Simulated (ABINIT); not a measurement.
Records of electronic-structure calculations.

**A GW chain in ABINIT: InP (F-43m)**

The structure is cubic, space group F-43m (No. 216). Conventional cell: a = 5.869 Å, b = 5.869 Å, c = 5.869 Å, α = 90.00°, β = 90.00°, γ = 90.00°. Nearest to In lie 4 P at 2.54 Å. P has 4 In at 2.54 Å nearest. Farther neighbours, and contacts between anions beyond the nearest, are not listed.

```
method               : RPA screening on LDA, plane waves, norm-conserving pseudopotentials (and 2 further levels or steps)
program              : ABINIT 10.8.3
settings             : cutoff 33 Ha, PseudoDojo scalar-relativistic 0.4.1 stringent, norm-conserving, potential set dojo-sr-lda-0.4.1-stringent, ngkpt (4, 4, 4), nband 256, ecuteps 9 Ha, inclvkb 2, shiftk (0, 0, 0), symchi 1, awtr 1, frequency ppm, 4×4×4 k-mesh
cost                 : 5 runs, 5.6 min in all on 4 MPI ranks of Arm Neoverse V1, shared host
notes                : The cell and positions come from the Crystallography Open Database and are kept as given unless a step says otherwise. Limits: screening runs away on this mesh; no spin-orbit coupling. The 4×4×4 mesh is coarse for this cell, which bears on the long-range parts of exchange and screening. On this mesh the RPA ε∞ passes 90, more than nearly any semiconductor shows; a coarse mesh does this where one point with a narrow direct gap carries much weight. The screening is then too strong, and the G0W0 gap should not be taken as the material’s.
LDA gap              : 0.46 eV, direct
G0W0 gap on the mesh : 1.31 eV
GW settings          : 4×4×4 mesh, 256 bands, screening to 244.9 eV, Godby-Needs plasmon pole
known limits         : short of the basis limit; screening runs away on this mesh; no spin-orbit coupling; coarse k mesh
```

G0W0 moves the gap on the mesh from 0.46 eV to 1.31 eV (+0.85 eV), with Z of 0.77 and 0.79 at the edges. Local fields lower the RPA ε∞ on this mesh from 133.15 to 125.32; a Γ-centred mesh this coarse tends to raise both, most where the direct gap is narrow, while a short band sum lowers them.

[Long decimals in the printed logs are rounded to 6 places.]

[Logs are printed without paths, hosts, clocks, repeated set-up lines and the standing remarks that a program may print on its own settings, such as how far it seeks lower states.]

[Paths, hosts, dates, memory and timing lines, banners, echoed tables and standing remarks are left out of the program output; an Ansatz launch command may be rebuilt from the run's recorded settings. Measured values are a selection of at most five: reports struck by readers or far from the other reports are left out. None is set beside runs whose start may be inverted or whose files or cutoffs have a known fault.]

[Runs of the session that timed out or met a known fault of the program may be left out.]

[Hosts, paths, dates, database ids (printed as entryN), source tags and the programs' standing remarks are cut or masked in the printed files.]

[G0W0 gaps are taken among the corrected bands and points alone; a level outside them can change the order at an edge.]

[Where Ansatz stands beside ABINIT at settings called matched, ABINIT's density can come from a denser mesh and the files from another edition; pairs whose starting gaps differed by over 0.03 eV were left out, so agreement reads better than it is.]
